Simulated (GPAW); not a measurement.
# BP: optical spectrum from first principles

Aim: the dielectric function of BP, and the optical constants that follow from it.

Method: DFT, PBE, plane-wave PAW (GPAW data sets), scalar-relativistic, RPA, optical limit, in GPAW 26.7.0.

### 1. The starting structure

The structure is cubic, space group F-43m (No. 216). The conventional cell has a = 4.538 Å, b = 4.538 Å, c = 4.538 Å, α = 90.00°, β = 90.00°, γ = 90.00°. Nearest to P lie 4 B at 1.97 Å. Nearest to B lie 4 P at 1.97 Å. Farther neighbours are not listed.

Coordinates:

```cif
data_structure
_symmetry_space_group_name_H-M 'P 1'
_symmetry_Int_Tables_number 1
_cell_length_a 3.2089
_cell_length_b 3.2089
_cell_length_c 3.2089
_cell_angle_alpha 60.000
_cell_angle_beta 60.000
_cell_angle_gamma 60.000
_cell_volume 23.36
loop_
_atom_site_label
_atom_site_type_symbol
_atom_site_fract_x
_atom_site_fract_y
_atom_site_fract_z
_atom_site_occupancy
P1 P 0.75000 0.75000 0.75000 1
B2 B 0.00000 0.00000 0.00000 1
```

### 2. Ground state

First the ground state: is it a metal or has it a gap?

This step: DFT, PBE, plane-wave PAW (GPAW data sets), scalar-relativistic, ground state (GPAW 26.7.0).

Contents of gs.py:

```python
from ase import Atoms
from ase.dft.bandgap import bandgap
from gpaw import GPAW, PW, FermiDirac

atoms = Atoms(['P', 'B'],
              cell=[[0.000000000000, 2.269000000000, 2.269000000000],
                    [2.269000000000, 0.000000000000, 2.269000000000],
                    [2.269000000000, 2.269000000000, 0.000000000000]],
              scaled_positions=[[0.750000000000, 0.750000000000, 0.750000000000],
                                [0.000000000000, 0.000000000000, 0.000000000000]],
              pbc=[True, True, True])
atoms.calc = GPAW(mode=PW(500), xc='PBE', kpts={'size': (8, 8, 8), 'gamma': True},
                  occupations=FermiDirac(0.05), maxiter=150, txt='gs.txt')
print('energy (eV)', atoms.get_potential_energy())
print('Fermi level (eV)', atoms.calc.get_fermi_level())
print('valence electrons', atoms.calc.get_number_of_electrons())
print('gap (eV)', bandgap(atoms.calc, output=None)[0])
print('direct gap (eV)', bandgap(atoms.calc, direct=True, output=None)[0])
atoms.calc.write('gs.gpw')
```

Command:

```bash
$ OMP_NUM_THREADS=1 python gs.py
```

Numbers of over 12 decimals in the logs are rounded to 6 here.

The program printed:

```text
__  _  _
 | _ |_)|_||  |
 |__||  | ||/\| - 26.7.0

Versions:
  Python: 3.12.14
  ASE:    3.29.0
  Numpy:  2.5.5
  Scipy:  1.18.1
  Libxc:  7.0.0

Input parameters:
  mode=PW(ecut=500.0),
  kpts=MonkhorstPack(size=(8, 8, 8), gamma=True),
  maxiter=150,
  occupations=Occupations(name='fermi-dirac', width=0.05, fixmagmom=False),
  xc=XC(name='PBE')

Diagonalizing LCAO Hamiltonian
Converting LCAO to pw mode

                  P

       B

Atoms  # Å, Bohr magnetons
|   | symbol |        x |        y |        z |    initial magnetic moments |
| 0 |      P | 3.403500 | 3.403500 | 3.403500 | ( 0.0000,  0.0000,  0.0000) |
| 1 |      B | 0.000000 | 0.000000 | 0.000000 | ( 0.0000,  0.0000,  0.0000) |

Unit cell  # Å
| periodic |        x |        y |        z |  lengths |    angles |
|      yes | 0.000000 | 2.269000 | 2.269000 | 3.208851 | 60.000000 |
|      yes | 2.269000 | 0.000000 | 2.269000 | 3.208851 | 60.000000 |
|      yes | 2.269000 | 2.269000 | 0.000000 | 3.208851 | 60.000000 |

Number of symmetries: 24
Symmetry operations  # r_c * U_cc + t_c -> r_c
|    | kind |            matrix            |
|  0 |  E   |  1, 0, 0,  0, 1, 0,  0, 0, 1 |
|  1 |  σ   |  1, 0, 0,  0, 0, 1,  0, 1, 0 |
|  2 |  σ   |  1, 0,-1,  0, 1,-1,  0, 0,-1 |
|  3 |  C3  |  1, 0,-1,  0, 0,-1,  0, 1,-1 |
|  4 |  C3  |  1,-1, 0,  0,-1, 1,  0,-1, 0 |
|  5 |  σ   |  1,-1, 0,  0,-1, 0,  0,-1, 1 |
|  6 |  σ   |  0, 1, 0,  1, 0, 0,  0, 0, 1 |
|  7 |  C3  |  0, 1, 0,  0, 0, 1,  1, 0, 0 |
|  8 |  C2  |  0, 1,-1,  1, 0,-1,  0, 0,-1 |
|  9 |  S4  |  0, 1,-1,  0, 0,-1,  1, 0,-1 |
| 10 |  C3  |  0, 0, 1,  1, 0, 0,  0, 1, 0 |
| 11 |  σ   |  0, 0, 1,  0, 1, 0,  1, 0, 0 |
| 12 |  S4  |  0, 0,-1,  1, 0,-1,  0, 1,-1 |
| 13 |  C3  |  0, 0,-1,  0, 1,-1,  1, 0,-1 |
| 14 |  S4  |  0,-1, 1,  1,-1, 0,  0,-1, 0 |
| 15 |  C2  |  0,-1, 1,  0,-1, 0,  1,-1, 0 |
| 16 |  C3  |  0,-1, 0,  1,-1, 0,  0,-1, 1 |
| 17 |  S4  |  0,-1, 0,  0,-1, 1,  1,-1, 0 |
| 18 |  S4  | -1, 1, 0, -1, 0, 1, -1, 0, 0 |
| 19 |  C3  | -1, 1, 0, -1, 0, 0, -1, 0, 1 |
| 20 |  C3  | -1, 0, 1, -1, 1, 0, -1, 0, 0 |
| 21 |  S4  | -1, 0, 1, -1, 0, 0, -1, 1, 0 |
| 22 |  σ   | -1, 0, 0, -1, 1, 0, -1, 0, 1 |
| 23 |  C2  | -1, 0, 0, -1, 0, 1, -1, 1, 0 |

BZ-sampling:
  Number of BZ points: 512
  Number of IBZ points: 29

  Monkhorst-Pack size: [8, 8, 8]
  Monkhorst-Pack shift: [0.0625, 0.0625, 0.0625]

K-points  # in reciprocal-cell coordinates
|     |                                coordinates |     weight |
|   0 | (  0.00000000,   0.00000000,   0.00000000) | 0.00195312 |
|   1 | (  0.12500000,   0.12500000,   0.00000000) | 0.01171875 |
|   2 | (  0.12500000,   0.12500000,   0.12500000) | 0.01562500 |
|   3 | (  0.25000000,   0.12500000,   0.12500000) | 0.02343750 |
|   4 | (  0.25000000,   0.25000000,   0.00000000) | 0.01171875 |
|   5 | (  0.25000000,   0.25000000,   0.12500000) | 0.04687500 |
|   6 | (  0.25000000,   0.25000000,   0.25000000) | 0.01562500 |
|   7 | (  0.37500000,   0.25000000,  -0.37500000) | 0.04687500 |
|   8 | (  0.37500000,   0.25000000,   0.12500000) | 0.04687500 |
|   9 | (  0.37500000,   0.25000000,   0.25000000) | 0.04687500 |
| ... |                                            |            |
|  28 | (  0.50000000,   0.50000000,   0.50000000) | 0.00781250 |

Plane wave coefficients: 609
Cutoff: 500.0 eV

Spin-components: 1 (collinear spins)
Bands:           8
Projectors:      10
Spin-degeneracy: 2
Datatype:        complex128

Parallelization:
  kpt:    1
  domain: 1
  band:   1

Density:
  Valence electrons: 8.0
  Components: 1
  Grid points: [18 18 18]
  Charge: 0.0  # |e|

Potential:
  Grid points: [18 18 18]

species:
  P:
    name:    Phosphorus
    id:
    Z:       15.0
    valence: 5
    core:    10
    charge:  0.0  # [|e|]
    compensation charges:
      type: gauss
      rc: 0.30  # [Å]
      lmax: 2
    cutoffs:
      filter: 1.69  # [Å]
      core: 1.81  # [Å]
    projectors
    | kind |    occ | energy [eV] | rcut [Å] |
    |   3s |  2.000 |     -13.968 |    0.953 |
    |   3p |  3.000 |      -5.506 |    0.953 |
    |    s |        |      13.244 |    0.953 |
    |    p |        |      21.705 |    0.953 |
    |    d |        |       0.000 |    0.953 |

    Using partial waves for P as LCAO basis

  B:
    name:    Boron
    id:
    Z:       5.0
    valence: 3
    core:    2
    charge:  0.0  # [|e|]
    compensation charges:
      type: gauss
      rc: 0.20  # [Å]
      lmax: 2
    cutoffs:
      filter: 1.14  # [Å]
      core: 1.38  # [Å]
    projectors
    | kind |    occ | energy [eV] | rcut [Å] |
    |   2s |  2.000 |      -9.443 |    0.635 |
    |   2p |  1.000 |      -3.606 |    0.635 |
    |    s |        |      17.768 |    0.635 |
    |    p |        |      23.605 |    0.635 |
    |    d |        |       0.000 |    0.635 |

    Using partial waves for B as LCAO basis

Reference energy: -9972.403226  # eV

eigensolver:
  PPCG
  Converge bands: occupied
  niter=2

density mixing:
  MSR1-Mixer
  Pratt-step length: 0.05
  Maximum mixing coefficient: 0.75
  Old densities: 10
  SVD Regularization: 0.005
  Good broyden scale: 1.0
  Trust region scale: 1.0
  Backstep threshold: 4.0
  History deletion threshold: 6.0
  Fourier metric: weight=20.0, sigma=0.015

occupation numbers:
  Fermi-Dirac:
    width: 0.0500  # eV

poisson solver:
  ecut: 4000.0  # eV

xc functional:
  name: PBE with 2 nearest neighbor stencil

convergence criteria:
- Maximum [total energy] change in last 3 cyles: 0.0005 eV / valence electron
- Maximum integral of absolute [dens]ity change: 0.0001 electrons / valence electron
- Maximum integral of absolute [eigenst]ate change: 4e-08 eV^2 / valence electron
maximum number of iterations: 150

SCF iterations
|iter     |      energy | eigst |  dens |
|iter:   1||  -13.491365 | +0.12 |       |
|iter:   2||  -13.380906 | -1.98 | -0.71 |
|iter:   3||  -12.885250 | -1.28 | -0.75 |
|iter:   4||  -12.879828 | -2.87 | -1.43 |
|iter:   5||  -12.879948 | -3.86 | -1.93 |
|iter:   6||  -12.879977c| -5.34 | -2.61 |
|iter:   7||  -12.879977c| -6.93 | -3.73 |
|iter:   8||  -12.879977c| -8.31c| -4.29c|

Converged in 8 steps
SCF loop duration: 2.561 s (0.320 s/step)
Energy contributions relative to reference atoms: (reference = -9972.403226)

Energy contributions:
  Kinetic:          13.610563
  Coulomb:         -11.852883
  Zero:             -0.029393
  External:          0.000000
  Xc:              -14.608264
  Entropy:          -0.000000
  Spinorbit:         0.000000
  ----------------------------
  Free energy:     -12.879977
  Extrapolated:    -12.879977

dipole moment: (-3.344662, -3.344662, -3.344662)  # |e|*Ang

Fermi level: 8.828
Eigenvalues  # (at kpt = [0.000, 0.000, 0.000])
| band index |      eig [eV] | occ [0-2] |
|          0 |        -7.248 |     2.000 |
|          1 |         8.211 |     2.000 |
|          2 |         8.211 |     2.000 |
|          3 |         8.211 |     2.000 |
|          4 |        11.617 |     0.000 |
|          5 |        11.617 |     0.000 |
|          6 |        11.617 |     0.000 |
|          7 |        15.608 |     0.000 |

Gap: 1.276 eV
Transition (v -> c):
  (s=0, k=0, n=3, [0.00, 0.00, 0.00]) -> (s=0, k=12, n=4, [0.38, 0.38, 0.00])
Direct/indirect transitions are different
Direct gap: 3.405 eV
Transition at: (s=0, k=0, n=3, [0.00, 0.00, 0.00])

--- standard output ---
energy (eV) -12.879977
Fermi level (eV) 8.828232
valence electrons 8.0
gap (eV) 1.275588
direct gap (eV) 3.405497
```

The job ended after 3.7 s (1 thread of Arm Neoverse V2, shared host; peak memory 0.12 GiB).

This step gave:

| Quantity | Value |
| --- | --- |
| energy | -12.88 eV |
| Fermi energy | 8.828 eV |
| gap on the k-mesh | 1.276 eV |
| direct gap on the mesh | 3.405 eV |
| electrons | 8 |

There is a gap, 1.28 eV on this mesh (points off the mesh can give less), so no carriers' term is needed.

### 3. Bands for the response

The response needs many more empty bands than the density does.

This step: DFT, PBE, plane-wave PAW (GPAW data sets), scalar-relativistic, bands at fixed density (GPAW 26.7.0).

Contents of nscf.py:

```python
from ase.dft.bandgap import bandgap
from gpaw import GPAW, FermiDirac

calc = GPAW('gs.gpw').fixed_density(kpts={'size': (13, 13, 13), 'gamma': True}, nbands=25, convergence={'bands': 19},
                                    occupations=FermiDirac(0.001), txt='nscf.txt')
print('gap (eV)', bandgap(calc, output=None)[0])
print('direct gap (eV)', bandgap(calc, direct=True, output=None)[0])
print('top band over the Fermi level (eV)', min(calc.get_eigenvalues(kpt=k)[18] for k in range(len(calc.get_ibz_k_points()))) - calc.get_fermi_level())
calc.write('full.gpw', mode='all')
```

Command:

```bash
$ OMP_NUM_THREADS=1 python nscf.py
```

The program printed:

```text
Diagonalizing LCAO Hamiltonian
Converting LCAO to pw mode
convergence criteria:
- Maximum integral of absolute [eigenst]ate change: 4e-08 eV^2 / valence electron
maximum number of iterations: 150

SCF iterations
|iter     |      energy | eigst |  dens |
|iter:   1||             | +3.15 |       |
|iter:   2||             | +1.39 |       |
|iter:   3||             | -0.93 |       |
|iter:   4||             | -2.61 |       |
|iter:   5||             | -4.51 |       |
|iter:   6||             | -6.02 |       |
|iter:   7||             | -7.33 |       |
|iter:   8||             | -8.32c|       |
SCF steps: 8
  __  _  _
 | _ |_)|_||  |
 |__||  | ||/\| - 26.7.0

Versions:
  Python: 3.12.14
  ASE:    3.29.0
  Numpy:  2.5.5
  Scipy:  1.18.1
  Libxc:  7.0.0

Input parameters:
  mode=PW(ecut=500.0),
  convergence={'bands': 19},
  gpts=array([18, 18, 18]),
  kpts=MonkhorstPack(size=(13, 13, 13), gamma=True),
  maxiter=150,
  nbands=25,
  occupations=Occupations(name='fermi-dirac', width=0.001, fixmagmom=False),
  parallel={},
  xc=XC(name='PBE')

--- standard output ---
gap (eV) 1.260535
direct gap (eV) 3.405497
top band over the Fermi level (eV) 29.080482
```

The job ended after 22 s (1 thread; peak memory 0.15 GiB).

Numbers from this step:

```
gap on the k-mesh : 1.261 eV
```

### 4. Dielectric function, RPA

Transitions between filled and empty bands, summed over the zone, give the optical response, so mesh, band count and broadening shape it.

The induced potential is part of this response.

This step: DFT, PBE, plane-wave PAW (GPAW data sets), scalar-relativistic, RPA, optical limit (GPAW 26.7.0).

Contents of df.py:

```python
from gpaw.response.df import DielectricFunction

df = DielectricFunction('full.gpw', frequencies={'type': 'nonlinear', 'domega0': 0.03, 'omega2': 8},
                        ecut=60,
                        eta=0.15,
                        nbands=19,
                        txt='df.txt')
for direction in ['x']:
    df.get_dielectric_function(xc='RPA', direction=direction, filename=f'df_{direction}.csv')
```

Command:

```bash
$ OMP_NUM_THREADS=1 python df.py
```

The program printed:

```text
Using integrator: PointIntegrator
NonLinearFrequencyDescriptor(from 0.000 to 52.646 eV, 472 points)
Nonperiodic BCs:  [False False False]
Using integrator: PointIntegrator
NonLinearFrequencyDescriptor(from 0.000 to 52.646 eV, 472 points)
Nonperiodic BCs:  [False False False]

Calculating chi0 body with:
    Ground state adapter containing:
    Number of spins: 1
    Number of kpoints: 2197
    Number of irreducible kpoints: 84
    Number of completely occupied states: 4
    Number of partially occupied states: 4

    Linear response parametrization:
    q_c: [0.0, 0.0, 0.0]
    Number of frequency points: 472
    Planewave cutoff: 60.0
    Number of bands: 19
    Number of planewaves: 27
    Broadening (eta): 0.15

Integrating chi0 body.

Symmetries of q_c:
    Direct symmetries (Uq -> q): 24
    Indirect symmetries (TUq -> q): 24
In total 48 allowed symmetries.

84 groups of equivalent kpoints. 96.176604% reduction.

Integral kind: spectral function

Calculating chi0 optical extensions with:
    Ground state adapter containing:
    Number of spins: 1
    Number of kpoints: 2197
    Number of irreducible kpoints: 84
    Number of completely occupied states: 4
    Number of partially occupied states: 4

    Linear response parametrization:
    Number of frequency points: 472
    Planewave cutoff: 60.0
    Number of bands: 19
    Number of planewaves: 27
    Broadening (eta): 0.15
Integrating chi0 head and wings.

Symmetries of q_c:
    Direct symmetries (Uq -> q): 24
    Indirect symmetries (TUq -> q): 24
In total 48 allowed symmetries.

84 groups of equivalent kpoints. 96.176604% reduction.

Integral kind: spectral function wings
```

It took 3.4 s on 1 thread; peak memory 0.21 GiB.

Read-outs, printed or worked out from the files:

* electronic dielectric constant ε∞, mean over x, y and z (by symmetry where fewer were run): 8.819
* main peak of Im epsilon, first axis: 5.777 eV

Some rows of df_x.csv (energy; Re and Im without local fields; Re and Im with them):

```text
0.000000, 9.425553, 0.000000, 8.818812, 0.000000
0.555532, 9.502446, 0.042140, 8.888208, 0.038025
1.143969, 9.764145, 0.093671, 9.124267, 0.084458
1.768324, 10.297013, 0.168761, 9.604401, 0.151953
2.431988, 11.309620, 0.309534, 10.515292, 0.278218
3.138794, 13.527536, 0.816366, 12.508075, 0.735167
3.893091, 15.270274, 5.427307, 14.027123, 4.909561
4.699832, 16.975335, 10.150284, 15.446555, 8.899486
5.564682, 17.803796, 27.675728, 17.352623, 23.081023
6.494155, 0.184224, 24.334470, 2.704889, 21.537582
7.495775, -9.296761, 7.832299, -8.621124, 8.261912
8.578281, -3.093788, 6.171451, -2.493532, 5.638476
9.751884, -4.828119, 3.759294, -4.443018, 4.042019
11.028587, -2.474711, 2.261285, -2.176597, 2.262514
12.422601, -2.568977, 1.505197, -2.415765, 1.694591
13.950874, -1.425767, 1.100628, -1.259170, 1.177488
15.633783, -1.002873, 0.715548, -0.872913, 0.785317
17.496047, -0.614493, 0.490498, -0.513009, 0.533809
19.567954, -0.281963, 0.317512, -0.171677, 0.390380
```

The Im ε, E ∥ x has structure finer than the step of the table below, so its rows give means over 0.5 eV, whole bins alone (the curve runs from 0 to 21.9 eV). Peaks (eV: height): 5.77: 29.0, 6.66: 23.9.

Values under the direct gap are tails of Lorentzian lines. Im ε, E ∥ x against photon energy; means over each step:

```tsv
photon energy (eV)	Im ε, E ∥ x
0.5	0.0342
1.0	0.0725
1.5	0.120
2.0	0.188
2.5	0.303
3.0	0.602
3.5	2.10
4.0	4.70
4.5	7.03
5.0	10.1
5.5	21.0
6.0	21.8
6.5	20.8
7.0	15.0
7.5	8.53
8.0	5.60
8.5	5.37
9.0	6.14
9.5	4.83
10.0	3.25
10.5	2.07
11.0	2.16
11.5	2.24
12.0	2.25
12.5	1.63
13.0	1.30
13.5	1.17
14.0	1.12
14.5	1.02
15.0	0.873
15.5	0.750
16.0	0.652
16.5	0.668
17.0	0.550
17.5	0.523
18.0	0.408
18.5	0.428
19.0	0.361
19.5	0.387
20.0	0.360
20.5	0.377
21.0	0.400
21.5	0.311
```

The Re ε, E ∥ x by photon energy:

photon energy (eV), Re ε, E ∥ x and a bar from the least value:
```
        0        8.8 ####################
        1        9.0 #####################
        2        9.9 #####################
        3       12.0 ########################
        4       14.0 ##########################
        5       17.0 ##############################
        6       -1.7 ########
        7       -8.1 
        8       -4.9 ####
        9       -3.8 #####
       10       -4.3 #####
       11       -2.2 #######
       12       -2.1 #######
       13       -1.8 #######
       14       -1.3 ########
       15       -1.1 ########
       16       -0.9 #########
       17       -0.6 #########
       18       -0.4 #########
       19       -0.2 #########
       20       -0.1 ##########
       21       -0.1 ##########
```

Values under the direct gap are tails of Lorentzian lines. The loss function −Im 1/ε at q → 0, E ∥ x by energy loss; read off at these points:

```tsv
energy loss (eV)	loss function −Im 1/ε at q → 0, E ∥ x
0.0	0
1.0	8.8e-4
2.0	0.00192
3.0	0.00391
4.0	0.0214
5.0	0.0251
6.0	0.0485
7.0	0.0529
8.0	0.101
9.0	0.115
10.0	0.113
11.0	0.231
12.0	0.237
13.0	0.265
14.0	0.386
15.0	0.434
16.0	0.561
17.0	0.789
18.0	1.13
19.0	1.91
20.0	2.50
20.3	2.80
21.0	2.39
```

The Im ε, E ∥ x has structure finer than the step of the table below, so its rows give means over 0.5 eV, whole bins alone (the curve runs from 0 to 21.9 eV). Peaks (eV: height): without local fields 5.77: 32.6, 6.60: 25.5; with local fields 5.77: 29.0, 6.66: 23.9.

Values under the direct gap are tails of Lorentzian lines. The Im ε, E ∥ x by photon energy; means over each step:

```tsv
photon energy (eV)	without local fields	with local fields
0.5	0.0379	0.0342
1.0	0.0804	0.0725
1.5	0.134	0.120
2.0	0.209	0.188
2.5	0.337	0.303
3.0	0.669	0.602
3.5	2.33	2.10
4.0	5.23	4.70
4.5	8.00	7.03
5.0	11.8	10.1
5.5	24.9	21.0
6.0	23.8	21.8
6.5	22.7	20.8
7.0	14.6	15.0
7.5	8.21	8.53
8.0	5.66	5.60
8.5	5.79	5.37
9.0	6.12	6.14
9.5	4.58	4.83
10.0	3.02	3.25
10.5	2.01	2.07
11.0	2.18	2.16
11.5	2.21	2.24
12.0	2.13	2.25
12.5	1.48	1.63
13.0	1.22	1.30
13.5	1.11	1.17
14.0	1.05	1.12
14.5	0.943	1.02
15.0	0.782	0.873
15.5	0.681	0.750
16.0	0.565	0.652
16.5	0.586	0.668
17.0	0.482	0.550
17.5	0.473	0.523
18.0	0.338	0.408
18.5	0.360	0.428
19.0	0.314	0.361
19.5	0.324	0.387
20.0	0.275	0.360
20.5	0.268	0.377
21.0	0.241	0.400
21.5	0.186	0.311
```

Table of refractive index n and extinction k by photon energy:

```tsv
photon energy (eV)	n	k
0	2.97	0
1	3.01	0.0120
2	3.14	0.0297
3	3.46	0.0811
4	3.79	0.610
5	4.27	1.11
6	3.08	3.34
7	2.05	3.50
8	1.14	2.49
9	1.35	2.37
10	0.734	2.19
11	0.691	1.63
12	0.671	1.60
13	0.465	1.42
14	0.476	1.23
15	0.395	1.13
16	0.323	0.978
17	0.314	0.852
18	0.269	0.717
19	0.297	0.580
20	0.367	0.498
21	0.418	0.488
```

From ε follow the optical constants at some laser and lamp lines:

```tsv
wavelength (nm)	n	k	R (%)	1/α
1064	3.02	0.014	25.3	5.9 µm
800	3.07	0.020	25.8	3.1 µm
450	3.35	0.059	29.2	605 nm
405	3.49	0.090	30.8	359 nm
365	3.70	0.206	33.1	141 nm
308	3.79	0.607	35.0	40 nm
193	3.44	2.867	50.7	5.4 nm
```

Below the direct gap, k and the depth come from the tails of the Lorentzian lines, not from transitions.

Rows near the edge hang on the gap, which this functional as a rule makes too small, and phonon-assisted absorption is left out.

### 5. Summary of results

- electronic dielectric constant ε∞, mean over x, y and z (by symmetry where fewer were run) (RPA): 8.82
- main peak of Im epsilon, first axis: 5.78 eV

In words: At this level (PBE, RPA) BP has ε∞ = 8.82 and n = 2.99 at 1550 nm, and Im ε peaks at 5.8 eV. On the mesh the gap is 1.26 eV and the least direct gap 3.41 eV, so on this mesh the band edges lie at different points. Local fields change the static value along x from 9.43 to 8.82 (-6 %). Distinct maxima of Im ε, read by a parabola through the highest points, lie at 5.78 eV (29), 6.63 eV (24) and 8.91 eV (6.6). Excitons and phonon-assisted transitions are missing; PBE gaps are as a rule too small, which pulls the onset down and ε∞ up. The sum runs over mesh points, so small or evenly spaced maxima can still be ripples of the mesh.

[Machine, clock and banner lines and Python warnings are left out of the logs.]

[Logs are printed without paths, hosts, clocks, repeated set-up lines and the standing remarks that a program may print on its own settings, such as how far it seeks lower states.]

[Hosts, paths, dates, database ids (printed as entryN), source tags and the programs' standing remarks are cut or masked in the printed files.]
